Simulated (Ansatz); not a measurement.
# The perfect Ta wire of staggered 4-rings

What gap, if any, does the Ta wire of staggered 4-rings have, and how does it change with the functional and under strain?

Program: Ansatz 0.2.0. Level of theory: DFT PBE, plane waves, PAW; relaxation of a wire's period, in the first sound run; inputs show where later runs differ. Results are calculated unless marked as measured.

## (1) Set-up

The cell holds 8 atoms: 8 Ta. Cell: a = 10.785 Å, b = 10.785 Å, c = 4.715 Å, α = 90.0°, β = 90.0°, γ = 90.0°. Vacuum lies along a and b. The structure's axis is c.

## (2) Relaxation of atoms and period

Band widths follow the bond lengths, so the wire is relaxed first. The atoms and the third cell vector are free; the box across stays fixed as vacuum. Moments are seeded so that a magnetic state can form if it lies lower. A Fermi-Dirac smearing is set since the result may be a metal. The pressure printed is a third of the stress's trace over the whole box, vacuum included; only the stress along the axis is relaxed.

File input.yaml:

```yaml
crystal:
  lattice:
    - [10.785, 0.0, 0.0]
    - [0.0, 10.785, 0.0]
    - [0.0, 0.0, 4.7153351185]
  atoms:
    - { symbol: Ta, position: [0.315252666, 0.499992115, 0.0], spin: 1.6 }
    - { symbol: Ta, position: [0.499992115, 0.684731564, 0.0], spin: 1.6 }
    - { symbol: Ta, position: [0.499992115, 0.315252666, 0.0], spin: 1.6 }
    - { symbol: Ta, position: [0.684731564, 0.499992115, 0.0], spin: 1.6 }
    - { symbol: Ta, position: [0.369361598, 0.630622632, 0.5], spin: 1.6 }
    - { symbol: Ta, position: [0.369361598, 0.369361598, 0.5], spin: 1.6 }
    - { symbol: Ta, position: [0.630622632, 0.630622632, 0.5], spin: 1.6 }
    - { symbol: Ta, position: [0.630622632, 0.369361598, 0.5], spin: 1.6 }
magnetization:
  spin_polarized: true
kpoints:
  mp_grid: { grid: [1, 1, 17] }
scf:
  occupations: { method: fermi_dirac, width: 0.05 }
hamiltonian:
  xc: pbe
relax:
  cell: { fix: [a, b, alpha, beta, gamma] }
  max_steps: 60
```

The run is started by

```sh
$ ansatz run input.yaml --threads 8 --pin off --max-ram 16384MiB --backend cpu --events-out ev --progress --plain --runs-dir out
```

Numbers of over 12 decimals in the logs are rounded to 6 here.

Output:

```text
Engine: ansatz 0.2.0, x86_64-unknown-linux-gnu
Pseudopotentials: kind: paw
Pseudopotential: Ta, paw, valence charge 13, recommended cutoff 420 eV (normal), Ta.paw.azcp
Functional definition: PBE
  parameter kappa = 0.804
  parameter beta = 0.066725
  exchange = pbe_x(kappa = kappa, mu = beta*pi^2/3)
  correlation = pbe_c(beta = beta)
Crystal: 8 atoms, lattice volume = 548.470 Å³
Basis set: ecut = 420 eV, 10687 PW (Γ), exchange–correlation on 150×150×64 points (8 copies of the dense FFT grid, shifted against one another)
Bands: 71, of which v1, the nominal top of the filled ones, is band 52 counted from 1 (51 counted from 0)
Symmetry: 16 space group operations
Space group: P4/mmm (ITA 123), of the structure as read, at distance tolerance 8.2e-5 Å
Magnetic group: BNS 123.339 (UNI 999), of the structure as read, at distance tolerance 8.2e-5 Å
k-points: 9 of 17
Non-local potential: Ta, projectors of the file, l = 0: 3, l = 1: 2, l = 2: 2, l = 3: 1
PAW form: soft (Blöchl's): semilocal exchange-correlation on the pseudo side does not see the compensation charge
PAW one-centre angular grid: Ta, 590 points (default); XC on 64 Gauss nodes
Initial density: superposition of atomic densities (neutral atoms: chi_scale 0, normalization atom)
Starting moments: Σ|m| = 12.8 μB on 8 of 8 sites
Initial wavefunctions: pseudopotential atomic-orbital guess
Functional: x = pbe(κ = 0.804, μ = 0.219515), c = pbe(β = 0.066725)
SCF iter   1: F=—  HF=-79443.683076 eV  |F-HF|=—  |Δ(HF+E_count)|=         —  Δρ=2.60e-2 (↑2.32e-2 ↓2.60e-2)  dr2=4.35e1  dr2_m=1.14e0  M=6.091 μB ∫|m|=6.092 μB  β_m=0.30  ethr=3.10e-3  ⟨swp⟩=7.8  Hψ=5524  notcnv=0
Mixer restart at iter 1: flushing history
preconditioner: auto → LDOS  [metal: Δε(μ)=0.015 eV  Ē_g=4.452 eV  σ=0.050 eV  W_gap=0.08  n_scr=78 (ndim 8)  ℏωp=10.0 eV  f_vac=0.516  D(μ)=6.70/eV (n_scr^D=30)]
spin=Collinear: LDOS preconditioning applied to the charge; magnetization (m = ρ↑ − ρ↓) channel mixes plain (no charge-response kernel on spin).
SCF iter   2: F=—  HF=-79439.418121 eV  |F-HF|=—  |Δ(HF+E_count)|=    4.26e0  Δρ=1.59e-2 (↑1.48e-2 ↓1.59e-2)  dr2=1.13e1  dr2_m=5.30e-1  M=6.376 μB ∫|m|=6.376 μB  β_m=0.46  ethr=3.10e-3  ⟨swp⟩=4.6  Hψ=3070  notcnv=0  defer=105
SCF iter   3: F=—  HF=-79439.311102 eV  |F-HF|=—  |Δ(HF+E_count)|=   1.07e-1  Δρ=6.36e-3 (↑6.36e-3 ↓5.11e-3)  dr2=1.95e-1  dr2_m=1.09e-1  M=5.699 μB ∫|m|=5.699 μB  β_m=0.57  ethr=3.10e-3  ⟨swp⟩=3.7  Hψ=2190  notcnv=0  defer=102
SCF iter   4: F=—  HF=-79440.112444 eV  |F-HF|=—  |Δ(HF+E_count)|=         —  Δρ=6.87e-3 (↑6.51e-3 ↓6.87e-3)  dr2=7.00e-2  dr2_m=2.15e-1  M=2.794 μB ∫|m|=2.796 μB  β_m=0.57  ethr=1.88e-4  ⟨swp⟩=5.0  Hψ=2587  notcnv=0  defer=71
SCF iter   5: F=—  HF=-79440.168923 eV  |F-HF|=—  |Δ(HF+E_count)|=   5.65e-2  Δρ=3.64e-3 (↑3.53e-3 ↓3.64e-3)  dr2=5.30e-3  dr2_m=6.28e-2  M=2.048 μB ∫|m|=2.051 μB  β_m=0.78  ethr=6.73e-5  ⟨swp⟩=2.7  Hψ=2015  notcnv=0  defer=71
SCF iter   6: F=—  HF=-79440.220908 eV  |F-HF|=—  |Δ(HF+E_count)|=   5.20e-2  Δρ=9.15e-4 (↑8.44e-4 ↓9.15e-4)  dr2=1.05e-3  dr2_m=3.67e-3  M=0.872 μB ∫|m|=0.875 μB  β_m=0.89  ethr=5.10e-6  ⟨swp⟩=2.9  Hψ=2817  notcnv=0  defer=71
SCF iter   7: F=—  HF=-79440.231179 eV  |F-HF|=—  |Δ(HF+E_count)|=   1.03e-2  Δρ=3.02e-4 (↑3.02e-4 ↓2.65e-4)  dr2=4.06e-4  dr2_m=3.58e-4  M=0.315 μB ∫|m|=0.317 μB  β_m=0.95  ethr=1.01e-6  ⟨swp⟩=3.0  Hψ=2771  notcnv=0  defer=71
SCF iter   8: F=—  HF=-79440.232503 eV  |F-HF|=—  |Δ(HF+E_count)|=   1.32e-3  Δρ=1.10e-4 (↑1.09e-4 ↓1.10e-4)  dr2=7.50e-5  dr2_m=5.16e-5  M=0.120 μB ∫|m|=0.122 μB  β_m=0.97  ethr=3.90e-7  ⟨swp⟩=2.1  Hψ=2128  notcnv=0  defer=71
SCF iter   9: F=—  HF=-79440.232761 eV  |F-HF|=—  |Δ(HF+E_count)|=   2.58e-4  Δρ=3.51e-5 (↑3.51e-5 ↓2.81e-5)  dr2=1.09e-5  dr2_m=4.38e-6  M=0.034 μB ∫|m|=0.035 μB  β_m=0.99  ethr=7.21e-8  ⟨swp⟩=2.9  Hψ=2364  notcnv=0  defer=71
SCF iter  10: F=—  HF=-79440.232787 eV  |F-HF|=—  |Δ(HF+E_count)|=   2.58e-5  Δρ=1.10e-5 (↑9.91e-6 ↓1.10e-5)  dr2=9.79e-7  dr2_m=4.62e-7  M=0.012 μB ∫|m|=0.012 μB  β_m=0.99  ethr=1.05e-8  ⟨swp⟩=2.7  Hψ=2315  notcnv=0  defer=71
SCF iter  11: F=—  HF=-79440.232791 eV  |F-HF|=—  |Δ(HF+E_count)|=   3.46e-6  Δρ=4.17e-6 (↑3.55e-6 ↓4.17e-6)  dr2=8.58e-8  dr2_m=6.15e-8  M=0.004 μB ∫|m|=0.004 μB  β_m=1.00  ethr=9.42e-10  ⟨swp⟩=2.9  Hψ=2426  notcnv=0  defer=71
SCF iter  12: F=—  HF=-79440.232791 eV  |F-HF|=—  |Δ(HF+E_count)|=   5.24e-7  Δρ=1.31e-6 (↑1.31e-6 ↓1.30e-6)  dr2=2.13e-8  dr2_m=6.23e-9  M=0.001 μB ∫|m|=0.001 μB  β_m=1.00  ethr=8.25e-11  ⟨swp⟩=3.0  Hψ=2591  notcnv=0  defer=71
SCF iter  13: F=—  HF=-79440.232791 eV  |F-HF|=—  |Δ(HF+E_count)|=   4.63e-8  Δρ=4.66e-7 (↑4.08e-7 ↓4.66e-7)  dr2=3.44e-9  dr2_m=4.85e-10  M=0.000 μB ∫|m|=0.000 μB  β_m=0.91  ethr=2.05e-11  ⟨swp⟩=3.1  Hψ=2348  notcnv=0  defer=71
SCF iter  14: F=-79440.232791 eV  HF=-79440.232791 eV  |F-HF|=8.73e-11  |Δ(HF+E_count)|=   2.97e-9  Δρ=1.10e-7 (↑1.07e-7 ↓1.10e-7)  dr2=1.06e-10  dr2_m=4.31e-11  M=0.000 μB ∫|m|=0.000 μB  ethr=3.31e-12  ⟨swp⟩=1.2  Hψ=3590  notcnv=0
WARN: the starting moments were not kept: the SCF closed with an absolute magnetisation of 5.6e-5 μB, where they sum to 12.8 μB in size (8 sites). That is at most 0.1 of that sum. Measured as dr2_m measures the in/out step, that magnetisation stands 4.0e-11 eV from none, at or under the dr2_threshold of 1.0e-7 eV: it is no larger than a step whose dr2_m would equal this threshold. The system may hold no moment; this  [...]
SCF 1 converged in 14 iterations: F = -79440.232791 eV  dr2 = 1.06e-10
  greatest PAW one-centre occupation: 1.000 electrons in one spin orbital (limit 2), on the Ta atom at site 3 (counted from 0), in its partial waves of l = 0
relax step   1: F+E_penalty+E_count = -79440.23279129 eV  Δ(F+E_penalty+E_count) = +0.000e0 eV  max|allowed force component| = 1.103e0 eV/Å  Δτ_max = 0.0000 Å  P = -2.469 GPa  Ω = 548.470 Å³  fix = [a, b, alpha, beta, gamma]  reactions: a -2.489, b -2.489 GPa  (14 SCF iters, dr2 threshold 1.00e-7 eV, accepted)
Crystal: 8 atoms, lattice volume = 538.695 Å³
Basis set: ecut = 420 eV, 10503 PW (Γ), exchange–correlation on 150×150×64 points (8 copies of the dense FFT grid, shifted against one another)
Initial density: handed on by an earlier stage of this run
Starting moments: Σ|m| = 12.8 μB on 8 of 8 sites; this step starts from the density that it was given
Initial wavefunctions: those handed on with the density
SCF iter   1: F=—  HF=-79439.147171 eV  |F-HF|=—  |Δ(HF+E_count)|=         —  Δρ=1.48e-2 (↑1.02e-2 ↓1.48e-2)  dr2=3.80e0  dr2_m=4.91e-1  M=-0.159 μB ∫|m|=0.608 μB  β_m=0.30  ethr=3.10e-3  ⟨swp⟩=13.6  Hψ=5758  notcnv=0
[...]
Initial wavefunctions: pseudopotential atomic-orbital guess (no wavefunctions were taken with the density)
iter 1 solved again at ethr=2.51e-7 eV; its pass at ethr=3.10e-3 eV (dr2=2.61e-4 eV) is discarded
SCF iter   1: F=—  HF=-79440.850156 eV  |F-HF|=—  |Δ(HF+E_count)|=         —  Δρ=1.00e-4 (↑1.00e-4 ↓1.00e-4)  dr2=1.13e-4  dr2_m=7.02e-11  M=0.000 μB ∫|m|=0.000 μB  β_m=0.65  ethr=2.51e-7  ⟨swp⟩=4.6  Hψ=9450  notcnv=0
preconditioner: auto → LDOS  [metal: Δε(μ)=0.045 eV  Ē_g=3.584 eV  σ=0.050 eV  W_gap=0.22  n_scr=38 (ndim 8)  ℏωp=9.8 eV  f_vac=0.558  D(μ)=10.97/eV (n_scr^D=78)]
spin=Collinear: LDOS preconditioning applied to the charge; magnetization (m = ρ↑ − ρ↓) channel mixes plain (no charge-response kernel on spin).
SCF iter   2: F=—  HF=-79440.857065 eV  |F-HF|=—  |Δ(HF+E_count)|=   6.91e-3  Δρ=3.58e-5 (↑3.58e-5 ↓3.58e-5)  dr2=2.18e-5  dr2_m=3.62e-11  M=0.000 μB ∫|m|=0.000 μB  β_m=0.40  ethr=1.09e-7  ⟨swp⟩=4.1  Hψ=2362  notcnv=0
SCF iter   3: F=—  HF=-79440.857487 eV  |F-HF|=—  |Δ(HF+E_count)|=   4.22e-4  Δρ=3.09e-5 (↑3.09e-5 ↓3.09e-5)  dr2=7.99e-6  dr2_m=2.99e-11  M=0.000 μB ∫|m|=0.000 μB  β_m=0.70  ethr=2.10e-8  ⟨swp⟩=2.7  Hψ=1738  notcnv=0
SCF iter   4: F=—  HF=-79440.859560 eV  |F-HF|=—  |Δ(HF+E_count)|=   2.07e-3  Δρ=1.00e-5 (↑1.00e-5 ↓1.00e-5)  dr2=3.75e-6  dr2_m=1.24e-11  M=0.000 μB ∫|m|=0.000 μB  β_m=0.85  ethr=7.68e-9  ⟨swp⟩=4.0  Hψ=2328  notcnv=0
SCF iter   5: F=—  HF=-79440.859902 eV  |F-HF|=—  |Δ(HF+E_count)|=   3.42e-4  Δρ=2.34e-6 (↑2.31e-6 ↓2.34e-6)  dr2=5.92e-7  dr2_m=4.06e-12  M=0.000 μB ∫|m|=0.000 μB  β_m=0.90  ethr=3.60e-9  ⟨swp⟩=3.4  Hψ=1850  notcnv=0
SCF iter   6: F=—  HF=-79440.859913 eV  |F-HF|=—  |Δ(HF+E_count)|=   1.09e-5  Δρ=8.95e-7 (↑8.81e-7 ↓8.95e-7)  dr2=1.68e-7  dr2_m=1.04e-12  M=0.000 μB ∫|m|=0.000 μB  β_m=0.79  ethr=5.69e-10  ⟨swp⟩=3.2  Hψ=1688  notcnv=0
SCF iter   7: F=—  HF=-79440.859913 eV  |F-HF|=—  |Δ(HF+E_count)|=   8.43e-8  Δρ=4.28e-7 (↑4.16e-7 ↓4.28e-7)  dr2=3.52e-8  dr2_m=4.57e-13  M=0.000 μB ∫|m|=0.000 μB  β_m=0.83  ethr=1.61e-10  ⟨swp⟩=2.2  Hψ=1521  notcnv=0
SCF iter   8: F=—  HF=-79440.859913 eV  |F-HF|=—  |Δ(HF+E_count)|=   5.69e-8  Δρ=8.18e-8 (↑7.91e-8 ↓8.18e-8)  dr2=7.79e-10  dr2_m=6.81e-14  M=0.000 μB ∫|m|=0.000 μB  β_m=0.90  ethr=3.38e-11  ⟨swp⟩=2.7  Hψ=1694  notcnv=0
SCF iter   9: F=—  HF=-79440.859966 eV  |F-HF|=—  |Δ(HF+E_count)|=   5.31e-5  Δρ=1.90e-7 (↑1.90e-7 ↓1.89e-7)  dr2=6.69e-9  dr2_m=1.30e-14  M=0.000 μB ∫|m|=0.000 μB  β_m=0.90  ethr=1.00e-12  ⟨swp⟩=6.1  Hψ=3162  notcnv=0
SCF iter  10: F=—  HF=-79440.859966 eV  |F-HF|=—  |Δ(HF+E_count)|=   1.27e-8  Δρ=1.37e-7 (↑1.37e-7 ↓1.36e-7)  dr2=3.13e-9  dr2_m=1.83e-14  M=0.000 μB ∫|m|=0.000 μB  β_m=0.95  ethr=1.00e-12  ⟨swp⟩=2.7  Hψ=1720  notcnv=0
SCF iter  11: F=—  HF=-79440.859966 eV  |F-HF|=—  |Δ(HF+E_count)|=   2.02e-8  Δρ=4.91e-8 (↑4.91e-8 ↓4.86e-8)  dr2=1.37e-10  dr2_m=1.68e-14  M=0.000 μB ∫|m|=0.000 μB  β_m=0.85  ethr=1.00e-12  ⟨swp⟩=3.2  Hψ=1956  notcnv=0
SCF iter  12: F=—  HF=-79440.859966 eV  |F-HF|=—  |Δ(HF+E_count)|=  4.07e-10  Δρ=2.40e-8 (↑2.37e-8 ↓2.40e-8)  dr2=8.38e-11  dr2_m=1.64e-15  M=0.000 μB ∫|m|=0.000 μB  β_m=0.81  ethr=1.00e-12  ⟨swp⟩=2.7  Hψ=1720  notcnv=0
SCF iter  13: F=-79440.859966 eV  HF=-79440.859966 eV  |F-HF|=4.37e-11  |Δ(HF+E_count)|=  7.86e-10  Δρ=1.11e-8 (↑1.09e-8 ↓1.11e-8)  dr2=2.08e-11  dr2_m=4.77e-16  M=0.000 μB ∫|m|=0.000 μB  ethr=1.00e-12  ⟨swp⟩=4.4  Hψ=2842  notcnv=0
the starting moments were not kept: the SCF closed with an absolute magnetisation of 2.6e-7 μB, where they sum to 12.8 μB in size (8 sites). That is at most 0.1 of that sum. Measured as dr2_m measures the in/out step, that magnetisation stands 8.6e-16 eV from none, at or under the dr2_threshold of 8.0e-11 eV: it is no larger than a step whose dr2_m would equal this threshold.
SCF 8 converged in 13 iterations: F = -79440.859966 eV  dr2 = 2.08e-11
relax step   8: F+E_penalty+E_count = -79440.85996627 eV  Δ(F+E_penalty+E_count) = -2.264e-3 eV  max|allowed force component| = 5.637e-3 eV/Å  Δτ_max = 0.0000 Å  P = -0.050 GPa  Ω = 569.026 Å³  fix = [a, b, alpha, beta, gamma]  reactions: a -0.077, b -0.077 GPa  stress off target by 2.97e-3 GPa on what of the cell is left free  SCF on the basis re-selected at this cell (its energy is not comparable with the rows above)  (13 SCF iters)
basis re-selected at this cell: Δ(F+E_penalty+E_count) = -2.264e-3 eV, ΔP = +0.005 GPa vs the last step (what re-selecting the basis moved, of the pressure what is left beyond the Pulay correction that the steps carried, after the strain that the cell walked since its last selection, with what the two solves' SCF thresholds leave and, on support functions, any second-order correction that the steps lacked; it is no measure of the basis error at this ecutwfc). The dense FFT grid was sized anew with the basis: this SCF ran on 75×75×36 points, the steps before it on 75×75×32, so part of this shift can come from that change (see relax.cell in the input reference). [rest of the remark cut]
SCF converged after 13 iterations
Magnetization: 0.0000 μB (52.0000 up, 52.0000 down)
Absolute magnetization: 0.0000 μB (∫|ρ↑−ρ↓|, with the PAW one-centre terms)
Spin contamination: 0.0000 ħ² per cell (⟨S²⟩ above its minimum at these occupations)
Per-site moments (μB) at R_I (Å): [(9.25940900154948e-9, 1.085895), (9.259409075363312e-9, 1.085895), (9.259408939032223e-9, 1.085895), (9.259408921461059e-9, 1.085895), (8.579479549021144e-9, 1.086879), (8.579479506148006e-9, 1.086879), (8.579479548492538e-9, 1.086879), (8.57947956015811e-9, 1.086879)]
Free energy (F): -79440.859966 eV
Harris-Foulkes:  -79440.859966 eV  (|F-HF|=4.37e-11)
Internal energy: -79440.769006 eV  (E = F + TS)
E sigma→0 (E₀):  -79440.814486 eV
Entropy (-TS):   -0.090961 eV (-11.370 meV/atom)
Fermi energy:    2.108800 eV
--- Per-component energies (eV) ---
  E_band       = -2568.058962
  E_kinetic    = 2912.898802
  E_local      = -29825.543521  (includes V_loc(G=0)·N_el)
  E_nonlocal   = 132.208981
  E_hartree    = 13362.184501
  E_xc         = -1731.352961
  E_vxc        = -1610.510626  (∫ρ·V_xc dr)
  E_paw        = -67173.098723  (= ΣΔE_a)
  E_vpaw       = -901.481861  (= ΣTr[D̂ρ^β])
  E_aug_tail   = 0.001167  (compensation charges beyond the density's cutoff)
  E_ewald      = 2881.932749
  E_smearing   = -0.090961  (= −TS)
  E_closure    = -0.000000  (closes the sum)
  Σ components = -79440.859966   (vs F -79440.859966, Δ=0.00e0)
--- Forces (eV/Å), atoms counted from 1 ---
  atom   1  Ta     0.00563683    -0.00000000     0.00000000
  atom   2  Ta     0.00000000    -0.00563683     0.00000000
  atom   3  Ta     0.00000000     0.00563683     0.00000000
  atom   4  Ta    -0.00563683    -0.00000000     0.00000000
  atom   5  Ta     0.00300588    -0.00300588     0.00000000
  atom   6  Ta     0.00300588     0.00300588     0.00000000
  atom   7  Ta    -0.00300588    -0.00300588     0.00000000
  atom   8  Ta    -0.00300588     0.00300588     0.00000000
  max |Σ_I F_I| component: 3.04e-18 eV/Å
--- Stress (GPa, compression-positive) ---
       -0.076979       0.000000       0.000000
        0.000000      -0.076979       0.000000
        0.000000       0.000000       0.002971
  P = ⅓ Tr σ = -0.0503 GPa (-0.503 kbar)
--- Relaxed structure (7 steps of the walk, 6 accepted, 1 SCFs on fresh bases) ---
  F+E_penalty+E_count = -79440.85996627 eV   max|allowed force component| = 5.637e-3 eV/Å   (the final SCF, on the basis selected at the relaxed cell)
  cell:  # Å, volume = 569.0260 Å³
    - [10.785, 0.0, 0.0]
    - [0.0, 10.785, 0.0]
    - [0.0, 0.0, 4.892061]
  atoms:
    - { symbol: Ta, position: [0.327397, 0.499992, 0.0] }
    - { symbol: Ta, position: [0.499992, 0.672587, 0.0] }
    - { symbol: Ta, position: [0.499992, 0.327397, 0.0] }
    - { symbol: Ta, position: [0.672587, 0.499992, 0.0] }
    - { symbol: Ta, position: [0.377838, 0.622146, 0.5] }
    - { symbol: Ta, position: [0.377838, 0.377838, 0.5] }
    - { symbol: Ta, position: [0.622146, 0.622146, 0.5] }
    - { symbol: Ta, position: [0.622146, 0.377838, 0.5] }
```

Wall time 58 s (8 threads of Intel Xeon Platinum 8488C (Sapphire Rapids), shared host); peak memory 2.2 GiB.

The steps of the relaxation:

```
step  energy less that of the first step (eV)  largest force component (eV/Å)  pressure (GPa)  volume (Å³)
   1                                   0.0000                          1.1026           -2.47       548.47
   2                                   0.4741                          2.1798            5.26       538.70
   3                                  -0.4313                          0.3707           -0.27       549.39
   4                                  -0.5315                          0.5585            1.38       559.68
   5                                  -0.6199                          0.0579            0.22       565.92
   6                                  -0.6243                          0.0392           -0.02       569.80
   7                                  -0.6249                          0.0054           -0.06       569.03
  8*                                  -0.6272                          0.0056           -0.05       569.03
```

Relaxation steps marked * repeat the geometry before them on a plane-wave basis chosen anew for their cell, so energy and pressure can jump there. Relaxation step 2 was tried and not accepted.

Forces are held to the 16 operations that the run works with; a distortion that breaks them can't arise in this run.

```
cell as run  before  after  change
      c (Å)   4.715  4.892  +3.7 %
```

The atoms that moved most (Å, along periodic axes as changes of fractional coordinates times the final cell, across vacuum about the mean position):

```
atom      dx      dy     dz  length
 Ta2   0.000  -0.131  0.000   0.131
 Ta4  -0.131   0.000  0.000   0.131
 Ta3   0.000   0.131  0.000   0.131
 Ta1   0.131   0.000  0.000   0.131
 Ta7  -0.091  -0.091  0.000   0.129
 Ta5   0.091  -0.091  0.000   0.129
 Ta8  -0.091   0.091  0.000   0.129
 Ta6   0.091   0.091  0.000   0.129
```

Numbers from this step:

- energy at zero smearing: -79440.8145 eV
- cell length along the wire: 4.892 Å

The cell's length comes to 4.892 Å with no moment.

(Part 1 of 4 ends here.)

[Logs are printed without paths, hosts, clocks, repeated set-up lines and the standing remarks that a program may print on its own settings, such as how far it seeks lower states.]

[Hosts, paths, dates, database ids (printed as entryN), source tags and the programs' standing remarks are cut or masked in the printed files.]
